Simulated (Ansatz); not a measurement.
**Localised basis functions on random alloy of the diamond Si-C (dilute carbon) line, x = 0.0625 (64 atoms)**

Aim: test how closely localised support functions follow the reference on random alloy of the diamond Si-C (dilute carbon) line, x = 0.0625 (64 atoms), and at what cost. A setting counts as converged where the r.m.s. difference of forces stays under 1 % of the r.m.s. force.

Program: Ansatz 0.2.0. Level of theory: Kohn-Sham DFT, PBE, PAW (set soft_2), plane waves. Values are calculated unless marked as measured.

**1. The starting structure**

The cell holds 64 atoms: 4 C and 60 Si. Cell: a = 10.699 Å, b = 10.699 Å, c = 10.699 Å, α = 90.0°, β = 90.0°, γ = 90.0°. It derives from Si and C (diamond Si-C (dilute carbon)), repeated 2×2×2. Diamond Si-C (dilute carbon): 64 atoms, 4 of 64 Si sites given to C at random, cell and internal coordinates interpolated linearly between the end members (Vegard's rule); not relaxed, displaced by a Gaussian of 0.02 Å. Lattice constants are starting values near those of PBE.

What the set-up can't give: The host structure and its lattice constant were typed by rule, without a check against the phase diagram. Only the Γ point is sampled, in a cell whose shortest periodic width is 11 Å.

**2. Plane-wave single point**

The first run uses the default basis; a harder plane-wave run follows as the reference for the support functions.

File input.yaml:

```yaml
crystal:
  lattice:
    - [10.69873, 0.0, 0.0]
    - [0.0, 10.69873, 0.0]
    - [0.0, 0.0, 10.69873]
  atoms:
    - { symbol: C, position: [0.00304, 0.99886, 0.99901] }
    - { symbol: Si, position: [0.12299, 0.12662, 0.1207] }
    - { symbol: Si, position: [0.00326, 0.24858, 0.2506] }
    - { symbol: Si, position: [0.12453, 0.37773, 0.37115] }
    - { symbol: Si, position: [0.2494, 0.99928, 0.25212] }
    - { symbol: Si, position: [0.37294, 0.12468, 0.37336] }
    - { symbol: Si, position: [0.25008, 0.25109, 0.99794] }
    - { symbol: Si, position: [0.37714, 0.37669, 0.12594] }
    - { symbol: Si, position: [0.00168, 0.99872, 0.49977] }
    - { symbol: Si, position: [0.12325, 0.1245, 0.62599] }
    - { symbol: Si, position: [0.99871, 0.24926, 0.74872] }
    - { symbol: Si, position: [0.12342, 0.37375, 0.87498] }
    - { symbol: Si, position: [0.24791, 0.00044, 0.7531] }
    - { symbol: Si, position: [0.37639, 0.12464, 0.87334] }
    - { symbol: Si, position: [0.2486, 0.25316, 0.50009] }
    - { symbol: Si, position: [0.37381, 0.37536, 0.62893] }
    - { symbol: Si, position: [0.00022, 0.50115, 0.00056] }
    - { symbol: Si, position: [0.12434, 0.62286, 0.12435] }
    - { symbol: Si, position: [0.99961, 0.7511, 0.25157] }
    - { symbol: Si, position: [0.12674, 0.87553, 0.37665] }
    - { symbol: Si, position: [0.24859, 0.50234, 0.25096] }
    - { symbol: C, position: [0.37444, 0.62591, 0.37486] }
    - { symbol: C, position: [0.25212, 0.75284, 0.00409] }
    - { symbol: Si, position: [0.37239, 0.8723, 0.12406] }
    - { symbol: Si, position: [0.0003, 0.50164, 0.50059] }
    - { symbol: Si, position: [0.12122, 0.62443, 0.62655] }
    - { symbol: Si, position: [0.00043, 0.75142, 0.74958] }
    - { symbol: Si, position: [0.12462, 0.87535, 0.87577] }
    - { symbol: Si, position: [0.25037, 0.50022, 0.74875] }
    - { symbol: Si, position: [0.37571, 0.62523, 0.87711] }
    - { symbol: C, position: [0.25224, 0.75035, 0.4993] }
    - { symbol: Si, position: [0.37381, 0.87579, 0.62514] }
    - { symbol: Si, position: [0.49936, 8.0e-05, 0.99884] }
    - { symbol: Si, position: [0.6263, 0.12416, 0.12729] }
    - { symbol: Si, position: [0.50075, 0.25111, 0.24795] }
    - { symbol: Si, position: [0.62532, 0.37638, 0.37322] }
    - { symbol: Si, position: [0.7495, 6.0e-05, 0.24743] }
    - { symbol: Si, position: [0.87559, 0.12658, 0.37339] }
    - { symbol: Si, position: [0.75066, 0.24755, 0.99993] }
    - { symbol: Si, position: [0.87198, 0.3771, 0.12576] }
    - { symbol: Si, position: [0.49995, 0.99855, 0.50238] }
    - { symbol: Si, position: [0.62868, 0.12153, 0.62731] }
    - { symbol: Si, position: [0.50304, 0.25063, 0.74776] }
    - { symbol: Si, position: [0.62661, 0.37466, 0.87387] }
    - { symbol: Si, position: [0.7477, 0.00103, 0.75148] }
    - { symbol: Si, position: [0.87383, 0.12597, 0.87286] }
    - { symbol: Si, position: [0.7515, 0.25009, 0.49965] }
    - { symbol: Si, position: [0.87481, 0.37662, 0.6264] }
    - { symbol: Si, position: [0.50099, 0.50026, 0.00015] }
    - { symbol: Si, position: [0.62616, 0.62543, 0.12628] }
    - { symbol: Si, position: [0.49942, 0.74545, 0.25194] }
    - { symbol: Si, position: [0.62909, 0.87583, 0.37481] }
    - { symbol: Si, position: [0.74974, 0.49978, 0.25003] }
    - { symbol: Si, position: [0.8729, 0.62403, 0.37314] }
    - { symbol: Si, position: [0.75047, 0.74945, 0.00093] }
    - { symbol: Si, position: [0.87467, 0.87684, 0.1254] }
    - { symbol: Si, position: [0.5041, 0.49645, 0.49879] }
    - { symbol: Si, position: [0.62669, 0.62973, 0.62454] }
    - { symbol: Si, position: [0.50008, 0.74958, 0.75249] }
    - { symbol: Si, position: [0.62446, 0.87627, 0.8744] }
    - { symbol: Si, position: [0.74762, 0.50059, 0.75094] }
    - { symbol: Si, position: [0.87742, 0.62479, 0.87385] }
    - { symbol: Si, position: [0.75105, 0.75045, 0.50052] }
    - { symbol: Si, position: [0.87486, 0.87717, 0.62569] }
kpoints:
  mp_grid: { grid: [1, 1, 1] }
hamiltonian:
  xc: pbe
scf:
  occupations: { method: gaussian, width: 0.05 }
output:
  forces: true
  stress: true
  populations: intrinsic
  dos:
    method: { smearing: { sigma: 0.1 } }
    de: 0.1
    projected: { site_lists: { C: [C], Si: [Si] } }
  eigenvalues: true
  write_density: true
  write_potential: true
  volumetric_format: npy
  elf: true
```

Command:

```sh
> ansatz run input.yaml --threads 4 --pin off --max-ram 8192MiB --backend cpu --events-out ev --progress --plain --runs-dir out
```

The program printed:

```text
Engine: ansatz 0.2.0, aarch64-unknown-linux-gnu
Pseudopotentials: kind: paw
Pseudopotential: C, paw, valence charge 4, recommended cutoff 420 eV (normal), C.paw.azcp
Pseudopotential: Si, paw, valence charge 4, recommended cutoff 420 eV (normal), Si.paw.azcp
[... 5 lines on functional and potentials left out ...]
Crystal: 64 atoms, lattice volume = 1224.607 Å³
Basis set: ecut = 420 eV, 23847 PW (Γ), exchange–correlation on 144×144×144 points (8 copies of the dense FFT grid, shifted against one another)
Bands: 192, of which v1, the nominal top of the filled ones, is band 128 counted from 1 (127 counted from 0)
Symmetry: 1 space group operations
Space group: P1 (ITA 1), of the structure as read, at distance tolerance 1.1e-4 Å
k-points: 1
[... 5 lines on functional and potentials left out ...]
Initial density: superposition of atomic densities (neutral atoms: chi_scale 0, normalization atom), corrected by the library's trained network
Initial wavefunctions: pseudopotential atomic-orbital guess
Functional: x = pbe(κ = 0.804, μ = 0.219515), c = pbe(β = 0.066725)
SCF iter   1: F=—  HF=-39131.174524 eV  |F-HF|=—  |Δ(HF+E_count)|=         —  Δρ=3.06e-3  dr2=2.01e-1  ethr=1.77e-3  ⟨swp⟩=7.0  Hψ=980  notcnv=0  defer=22
preconditioner: auto → Resta (q_TF=auto, 2.102 Å⁻¹)  ε∞=5.5  [insulator: Δε(μ)=0.351 eV  Ē_g=7.982 eV  σ=0.050 eV  W_gap=1.00  n_scr=178 (ndim 8)  ℏωp=17.0 eV  f_vac=0.000  D(μ)=0.00/eV (n_scr^D=0)  ε∞_Penn≈5.5]
SCF iter   2: F=—  HF=-39131.141251 eV  |F-HF|=—  |Δ(HF+E_count)|=   3.33e-2  Δρ=1.84e-3  dr2=7.20e-2  ethr=7.86e-5  ⟨swp⟩=1.0  Hψ=221  notcnv=0  defer=39
SCF iter   3: F=—  HF=-39131.126051 eV  |F-HF|=—  |Δ(HF+E_count)|=   1.52e-2  Δρ=2.79e-4  dr2=1.02e-3  ethr=2.81e-5  ⟨swp⟩=2.0  Hψ=213  notcnv=0  defer=39
SCF iter   4: F=—  HF=-39131.127197 eV  |F-HF|=—  |Δ(HF+E_count)|=   1.15e-3  Δρ=8.69e-5  dr2=1.42e-4  ethr=3.98e-7  ⟨swp⟩=2.0  Hψ=264  notcnv=0  defer=39
SCF iter   5: F=—  HF=-39131.127363 eV  |F-HF|=—  |Δ(HF+E_count)|=   1.66e-4  Δρ=1.38e-5  dr2=4.14e-6  ethr=5.55e-8  ⟨swp⟩=2.0  Hψ=264  notcnv=0  defer=39
SCF iter   6: F=—  HF=-39131.129494 eV  |F-HF|=—  |Δ(HF+E_count)|=   2.13e-3  Δρ=4.02e-6  dr2=1.69e-7  ethr=1.62e-9  ⟨swp⟩=2.0  Hψ=264  notcnv=0  defer=39
SCF iter   7: F=-39131.129494 eV  HF=-39131.129494 eV  |F-HF|=8.90e-9  |Δ(HF+E_count)|=   3.69e-7  Δρ=7.26e-7  dr2=8.74e-9  ethr=3.91e-11  ⟨swp⟩=23.0  Hψ=1793  notcnv=0
SCF 1 converged in 7 iterations: F = -39131.129494 eV  dr2 = 8.74e-9
  greatest PAW one-centre occupation: 0.645 electrons in one spin orbital (limit 2), on the C atom at site 30 (counted from 0), in its partial waves of l = 0
SCF converged after 7 iterations
Free energy (F): -39131.129494 eV
Harris-Foulkes:  -39131.129494 eV  (|F-HF|=8.90e-9)
Internal energy: -39131.129492 eV  (E = F + TS)
E sigma→0 (E₀):  -39131.129493 eV
Entropy (-TS):   -0.000002 eV (-0.000 meV/atom)
Fermi energy:    6.555233 eV
--- Per-component energies (eV) ---
  E_band       = 315.841326
  E_kinetic    = 2775.068482
  E_local      = -2060.212547  (includes V_loc(G=0)·N_el)
  E_nonlocal   = 1670.863600
  E_hartree    = 572.315041
  E_xc         = -3500.898335
  E_vxc        = -3039.473729  (∫ρ·V_xc dr)
  E_paw        = -31165.799820  (= ΣΔE_a)
  E_vpaw       = -175.034087  (= ΣTr[D̂ρ^β])
  E_aug_tail   = 0.000364  (compensation charges beyond the density's cutoff)
  E_ewald      = -7422.466278
  E_smearing   = -0.000002  (= −TS)
  E_closure    = -0.000000  (closes the sum)
  Σ components = -39131.129494   (vs F -39131.129494, Δ=0.00e0)
--- Forces (eV/Å), atoms counted from 1 ---
  atom   1  C     -0.07768216     0.03318614     0.03129232
  atom   2  Si    -1.12431655    -2.14808748    -1.22423404
  atom   3  Si    -0.61322599     0.39939395    -0.57728025
  atom   4  Si     0.06676807    -0.09133860     0.70889562
  atom   5  Si    -0.33947134    -0.02807487    -0.81843778
  atom   6  Si     0.51283921     0.31555576     0.41297163
  atom   7  Si     0.18782908    -0.03669760     0.15696056
  atom   8  Si    -0.38908526     0.07380180    -0.02875069
  atom   9  Si    -0.25345259     0.20617158     0.10705095
  atom  10  Si     0.23290187     0.11867446    -0.19750279
  atom  11  Si     0.09247013     0.14068207     0.15848670
  atom  12  Si     0.05503704     0.25421623    -0.21061575
  atom  13  Si     0.07842534    -0.05341141    -0.37907138
  atom  14  Si     0.09426225     0.29458155     0.00618042
[...]
atom  63  Si     0.29013701     0.20966200    -0.14422875
  atom  64  Si    -0.02246294    -0.01844128     0.03490992
  max |Σ_I F_I| component: 7.44e-6 eV/Å
--- Stress (GPa, compression-positive) ---
        2.815938      -0.230236      -0.472752
       -0.230236       2.849528       0.162447
       -0.472752       0.162447       2.794402
  P = ⅓ Tr σ = 2.8200 GPa (28.200 kbar)
--- Band table (eV) ---
  k-point 0: bands = ["-5.8553", "-4.8007", "-4.7759", "-4.7602", [... 176 levels ...], "10.5318", "10.6557", "10.6938", "10.7134", "10.7937", "10.8152", "10.8614", "10.8827", "10.9169", "10.9613", "10.9737", "11.0021"]
--- intrinsic populations: 64 sites ---
  site symbol       q [e]
     0      C      4.6529
     1     Si      3.8000
     2     Si      4.0074
[...]
63     Si      3.9971
  spilling = 0.000000 (of n_electrons = 256.000000)
```

Wall time 9.4 s (4 threads of Arm Neoverse V1, shared host); peak memory 1 GiB; 34 s of CPU time.

Reading the cycles: dr2 is the Hartree energy of the density residual (eV), the measure of convergence; HF is the Harris–Foulkes estimate of the energy, which meets the free energy F at convergence.

The run gave:

| Quantity | Value |
| --- | --- |
| free energy | -39131.1295 eV |
| free energy per atom | -611.4239 eV/atom |
| SCF cycles | 7 |
| pressure | 2.82 GPa |
| r.m.s. force component | 0.7923 eV/Å |
| longest force | 3.48 eV/Å |
| Fermi energy | 6.555 eV |
| gap (highest filled to lowest empty level) | 0.3223 eV |

The r.m.s. force component of 0.79 eV/Å sets the scale for the differences below.

**3. Plane waves at 750 eV (750 eV)**

The grid of the support functions holds more waves than the default cutoff, so they are judged against a harder plane-wave run.

input.yaml, the sections that differ from step 2:

```yaml
output:
  forces: true
  eigenvalues: true
basis:
  ecutwfc: "750 eV"
# crystal, kpoints, hamiltonian, scf: as in step 2
```

The program printed:

```text
[...]
Crystal: 64 atoms, lattice volume = 1224.607 Å³
Basis set: ecut = 750 eV, 57243 PW (Γ), exchange–correlation on 192×192×192 points (8 copies of the dense FFT grid, shifted against one another)
Bands: 192, of which v1, the nominal top of the filled ones, is band 128 counted from 1 (127 counted from 0)
Symmetry: 1 space group operations
[...]
k-points: 1
[...]
SCF iter   1: F=—  HF=-39131.205248 eV  |F-HF|=—  |Δ(HF+E_count)|=         —  Δρ=3.07e-3  dr2=2.02e-1  ethr=1.77e-3  ⟨swp⟩=7.0  Hψ=980  notcnv=0  defer=22
[...]
SCF iter   3: F=—  HF=-39131.156565 eV  |F-HF|=—  |Δ(HF+E_count)|=   1.52e-2  Δρ=2.86e-4  dr2=1.04e-3  ethr=2.81e-5  ⟨swp⟩=3.0  Hψ=264  notcnv=0
automatic band count: iteration 3 solves 148 bands in place of 192: the levels show a gap, and the empty bands left out lie too high to hold charge; the band table lists the bands solved (type scf.n_extra_bands for more)
SCF iter   4: F=—  HF=-39131.157622 eV  |F-HF|=—  |Δ(HF+E_count)|=   1.06e-3  Δρ=8.30e-5  dr2=1.32e-4  ethr=4.05e-7  ⟨swp⟩=2.0  Hψ=260  notcnv=0
[...]
SCF iter   7: F=-39131.158133 eV  HF=-39131.158133 eV  |F-HF|=5.03e-9  |Δ(HF+E_count)|=   2.36e-7  Δρ=4.91e-7  dr2=4.39e-9  ethr=3.91e-11  ⟨swp⟩=11.0  Hψ=618  notcnv=0
SCF 1 converged in 7 iterations: F = -39131.158133 eV  dr2 = 4.39e-9
[...]
SCF converged after 7 iterations
Free energy (F): -39131.158133 eV
[...]
Internal energy: -39131.158131 eV  (E = F + TS)
E sigma→0 (E₀):  -39131.158132 eV
Entropy (-TS):   -0.000002 eV (-0.000 meV/atom)
Fermi energy:    6.555179 eV
[...]
Σ components = -39131.158133   (vs F -39131.158133, Δ=0.00e0)
--- Forces (eV/Å), atoms counted from 1 ---
  atom   1  C     -0.07748607     0.03308352     0.03126167
  atom   2  Si    -1.12416038    -2.14791641    -1.22406288
  atom   3  Si    -0.61327799     0.39937778    -0.57727981
  atom   4  Si     0.06679224    -0.09135279     0.70895843
[...]
atom  64  Si    -0.02243517    -0.01848006     0.03486574
  max |Σ_I F_I| component: 4.10e-6 eV/Å
--- Band table (eV) ---
[...]
```

The job ended after 9.5 s (4 threads; peak memory 2.1 GiB).

Forces differ from the reference by 0.17 meV/Å r.m.s., 0.022 % of their size, well within a tolerance of 1 %; the energy by -0.45 meV/atom.

**4. Support functions medium**

The cell is solved in localised support functions. Besides, the program derives a nominal cutoff of 420 eV for this run, against the reference's 750.

This step: Kohn-Sham DFT, PBE, PAW (set soft_2), localised support functions (medium) (Ansatz 0.2.0).

input.yaml, the sections that differ from step 3:

```yaml
scf:
  occupations: { method: gaussian, width: 0.05 }
  eigensolver: { kind: { support_functions: { accuracy: medium } } }
  max_iter: 150
# crystal, kpoints, hamiltonian, output: as in step 3
# basis: removed
```

The program printed:

```text
Warning: scf.eigensolver.kind.support_functions: disabling space-group detection — the functions' gradient is summed over unrotated k-points, so no spatial operation reduces the k-mesh or symmetrises the density; time reversal is kept, so that k and −k are solved as one point where they differ and the mesh holds both, and exact exchange and, on two spinor components, a DFT+U term hold to it where the run has them: [...]
settings of this run that can trade accuracy for cost: scf.eigensolver.kind.support_functions [...]
[...]
Crystal: 64 atoms, lattice volume = 1224.607 Å³
Basis set: ecut = 420 eV, 23847 PW (Γ), exchange–correlation on 144×144×144 points (8 copies of the dense FFT grid, shifted against one another)
Bands: 154, of which v1, the nominal top of the filled ones, is band 128 counted from 1 (127 counted from 0)
Symmetry: 1 space group operations
k-points: 1
[...]
SCF iter   1: F=—  HF=-39123.987943 eV  |F-HF|=—  |Δ(HF+E_count)|=         —  Δρ=4.34e-2  dr2=2.90e1  ethr=1.00e-1
[...]
SCF iter  10: F=—  HF=-39131.155429 eV  |F-HF|=—  |Δ(HF+E_count)|=   6.00e-4  Δρ=1.39e-5  dr2=3.10e-6  ethr=1.63e-8  κ⁻¹=1.9e-6(r=7)
SCF iter  11: F=-39131.155877 eV  HF=-39131.155876 eV  |F-HF|=1.14e-7  |Δ(HF+E_count)|=   4.48e-4  Δρ=4.84e-6  dr2=4.11e-7  ethr=1.21e-9
SCF 1 converged in 11 iterations: F = -39131.159874 eV  dr2 = 4.11e-7
[...]
SCF converged after 11 iterations
Stability not checked: this state was not tested for a lower state beside it, because the mixer in use, unlike msr1, does not test its closes by its own steps (another_mixer; see scf.mixing.algorithm and scf.lower_state_search)
Free energy (F): -39131.159874 eV
[...]
Internal energy: -39131.159873 eV  (E = F + TS)
E sigma→0 (E₀):  -39131.159874 eV
Entropy (-TS):   -0.000002 eV (-0.000 meV/atom)
Fermi energy:    6.555250 eV
[...]
Σ components = -39131.159874   (vs F -39131.159874, Δ=0.00e0)
--- Forces (eV/Å), atoms counted from 1 ---
  atom   1  C     -0.07723993     0.03292188     0.03109397
  atom   2  Si    -1.12407100    -2.14791821    -1.22391553
  atom   3  Si    -0.61329813     0.39951816    -0.57725510
  atom   4  Si     0.06666433    -0.09147404     0.70900179
[...]
atom  64  Si    -0.02248600    -0.01855522     0.03482534
  max |Σ_I F_I| component: 7.27e-4 eV/Å
--- Band table (eV) ---
[...]
```

Elapsed: 45 s, on 4 threads; peak memory 2.1 GiB; 2.9 min of CPU time.

The program notes that the band table was not solved further than the SCF left it and it switched symmetry off.

Keys that differ from the reference: basis.ecutwfc removed, support_functions.accuracy = "medium" and scf.max_iter = 150.

Forces differ from the reference by 0.088 meV/Å r.m.s., 0.011 % of their size, well within a tolerance of 1 %. It took 4.8 times the reference's time (shared host, so rough).

**5. Support functions low**

The cell is solved in localised support functions. Besides, the program derives a nominal cutoff of 420 eV for this run, against the reference's 750.

This step: Kohn-Sham DFT, PBE, PAW (set soft_2), localised support functions (low) (Ansatz 0.2.0).

input.yaml, the sections that differ from step 4:

```yaml
scf:
  occupations: { method: gaussian, width: 0.05 }
  eigensolver: { kind: { support_functions: { accuracy: low } } }
  max_iter: 150
# crystal, kpoints, hamiltonian, output: as in step 4
```

The program printed:

```text
[...]
Crystal: 64 atoms, lattice volume = 1224.607 Å³
Basis set: ecut = 420 eV, 23847 PW (Γ), exchange–correlation on 144×144×144 points (8 copies of the dense FFT grid, shifted against one another)
Bands: 154, of which v1, the nominal top of the filled ones, is band 128 counted from 1 (127 counted from 0)
Symmetry: 1 space group operations
k-points: 1
[...]
SCF iter   1: F=—  HF=-39123.987943 eV  |F-HF|=—  |Δ(HF+E_count)|=         —  Δρ=4.34e-2  dr2=2.90e1  ethr=1.00e-1
[...]
SCF iter   9: F=—  HF=-39131.154828 eV  |F-HF|=—  |Δ(HF+E_count)|=   9.13e-4  Δρ=4.25e-5  dr2=4.17e-5  ethr=8.30e-8  κ⁻¹=2.5e-6(r=7)
SCF iter  10: F=-39131.155429 eV  HF=-39131.155429 eV  |F-HF|=8.86e-7  |Δ(HF+E_count)|=   6.00e-4  Δρ=1.39e-5  dr2=3.10e-6  ethr=1.63e-8
SCF 1 converged in 10 iterations: F = -39131.159873 eV  dr2 = 3.10e-6
[...]
SCF converged after 10 iterations
[...]
Free energy (F): -39131.159873 eV
[...]
Internal energy: -39131.159871 eV  (E = F + TS)
E sigma→0 (E₀):  -39131.159872 eV
Entropy (-TS):   -0.000002 eV (-0.000 meV/atom)
Fermi energy:    6.555235 eV
[...]
Σ components = -39131.159873   (vs F -39131.159873, Δ=0.00e0)
--- Forces (eV/Å), atoms counted from 1 ---
  atom   1  C     -0.07727852     0.03297938     0.03099657
  atom   2  Si    -1.12400700    -2.14784120    -1.22383905
  atom   3  Si    -0.61334161     0.39952259    -0.57719642
  atom   4  Si     0.06661775    -0.09155102     0.70891547
[...]
atom  64  Si    -0.02252964    -0.01854390     0.03483339
  max |Σ_I F_I| component: 5.98e-4 eV/Å
--- Band table (eV) ---
[...]
```

It took 41 s on 4 threads; peak memory 2.1 GiB.

Keys that differ from the reference: basis.ecutwfc removed, support_functions.accuracy = "low" and scf.max_iter = 150.

Forces differ from the reference by 0.12 meV/Å r.m.s., 0.015 % of their size, well within a tolerance of 1 %. It took 4.3 times the reference's time (shared host, so rough).

[end of part 1 of 3]

[Long decimals in the printed logs are rounded to 6 places.]

[Logs are printed without paths, hosts, clocks, repeated set-up lines and the standing remarks that a program may print on its own settings, such as how far it seeks lower states.]

[Hosts, paths, dates, database ids (printed as entryN), source tags and the programs' standing remarks are cut or masked in the printed files.]
